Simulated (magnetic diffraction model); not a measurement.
# Mg3FeC3: what an assumed order does to the neutron pattern

Space group P2_1/m (no. 11), a = 6.3430 Å, b = 4.3660 Å, c = 6.4760 Å, β = 101.70°.

```
site  atom       x    y       z
  2e    Fe  0.3065  1/4  0.6818
  2e    Mg  0.1942  3/4  0.3738
  2e    Mg  0.0965  3/4  0.8849
  2e    Mg  0.5948  3/4  0.8699
  2e     C  0.1937  1/4  0.3984
  2e     C  0.1078  1/4  0.8596
  2e     C  0.5841  1/4  0.8395
```

The compound is invented for this exercise: a known structure type with other elements, its cell scaled to their sizes and not relaxed.

Only Fe is taken to order (form factors of Fe2+); orders and moment sizes are assumed, and not adapted to the symmetry. Radiation: neutrons of λ = 2.52 Å, 3° to 75°; isotropic B of 0.53 Å² (Fe), 0.51 Å² (Mg) and 0.68 Å² (C). Simulated constant-wavelength pattern: nuclear and magnetic terms add, the magnetic one as |2.695 fm × Σ f S⊥ exp(2πi Q·r) exp(−B s²)|², summed over all Q at one angle with the factor 1/(sin²θ cos θ). For collinear order S is the moment m, which repeats by lattice and centring translations R with the sign exp(−2πi k·R). Free-ion form factors, Sears's scattering lengths of 1992, no absorption; a label names one of the reflections at its angle. The strongest nuclear line in the range is 100, and lines under 0.2 are left out.

Assume the order k = (0 0 0), collinear moments along [111], 1.19 μB on Fe; signs + at (0.3065, 1/4, 0.6818), − at (0.6935, 3/4, 0.3182).

Predict the pattern, nuclear and magnetic parts apart.

```csv
2θ (°),index,nuclear,magnetic
22.92,(0 0 1),2.1,1.4
23.41,(1 0 0),0.0,1.5
29.37,(1 0 -1),1.1,0.9
33.55,(0 1 0),0.0,1.1
41.02,(0 1 1),32.7,0.2
41.31,(1 1 0),27.4,0.1
45.18,(1 1 -1),13.0,0.6
46.83,(0 0 2),6.2,0.2
47.87,(2 0 0),5.4,0.1
48.91,(2 0 -1),7.2,0.1
50.25,(1 1 1),0.1,0.5
57.56,(1 0 2),7.2,0.1
58.23,(2 0 1),30.0,0.1
58.83,(0 1 2),2.5,0.2
59.72,(2 1 0),1.2,0.2
59.95,(1 1 -2),0.1,0.5
60.62,(2 1 -1),1.8,0.4
60.94,(2 0 -2),61.9,0.3
68.29,(1 1 2),4.5,0.0
68.91,(2 1 1),4.7,0.0
70.51,(0 2 0),100.0,0.0
71.39,(2 1 -2),4.0,0.0
72.23,(1 0 -3),5.3,0.1
73.18,(0 0 3),0.9,0.0
73.84,(3 0 -1),0.8,0.1
74.97,(3 0 0),1.2,0.0
```

The strongest magnetic line in the range is (1 0 0) at 23.41° (1.5). On top of the Lorentz factor, which all lines share, magnetic lines fade with angle because f falls: for Fe2+ it is 0.90, 0.68, 0.45 and 0.15 at sin θ/λ = 0.1, 0.2, 0.3 and 0.5 Å⁻¹, while nuclear lengths stay constant. The order has no net moment.

[Logs are printed without paths, hosts, clocks, repeated set-up lines and the standing remarks that a program may print on its own settings, such as how far it seeks lower states.]
